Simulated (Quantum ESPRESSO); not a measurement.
Records of electronic-structure calculations.

```xyz
2
Lattice="0.000 2.086 2.086 2.086 0.000 2.086 2.086 2.086 0.000" Properties=species:S:1:pos:R:3 pbc="T T T" subject="E(M) of NiO" method="PBE with U = 6 eV on Ni d (ortho-atomic projectors); plane waves with GBRV 1.5 PBE potentials, no spin-orbit coupling (and 1 further level or step)" program="Quantum ESPRESSO 7.5" settings_of_one_run="GBRV 1.5 PBE, potential files Ni: ni_pbe_v1.4.uspp.F.UPF, O: o_pbe_v1.2.uspp.F.UPF, cutoff 544.23 eV, 8×8×8 k-mesh, 20 bands, fermi-dirac occupations, smearing width 0.05 eV, collinear spin, SCF threshold 4.00e-9, Hubbard form dudarev, Hubbard projectors ortho-atomic, starting moments 2 0 μB" cost="10 runs, 67 s in all on 2 MPI ranks of Arm Neoverse V2, shared host (the runs of this entry)" notes="The run is spin-polarised, with a total moment of 2.00 μB a cell (absolute 2.01). The cell holds one seeded atom, so opposed orders, which may lie lower, cannot form in it." moment_of_the_free_run="2.00 μB a cell" energy_at_zero_total_moment="1950 meV a cell over the lowest"
Ni    0.000    0.000    0.000
O     2.086    2.086    2.086
```

[Logs and program files are shortened in this print: banners, set-up blocks, solver, clock and traceback lines can be left out without a mark of their own.]

[Logs are printed without paths, hosts, clocks, repeated set-up lines and the standing remarks that a program may print on its own settings, such as how far it seeks lower states.]

[Hosts, paths, dates, database ids (printed as entryN), source tags and the programs' standing remarks are cut or masked in the printed files.]

[Where a cell is said to come from a database of computed structures, the database is the Materials Project.]
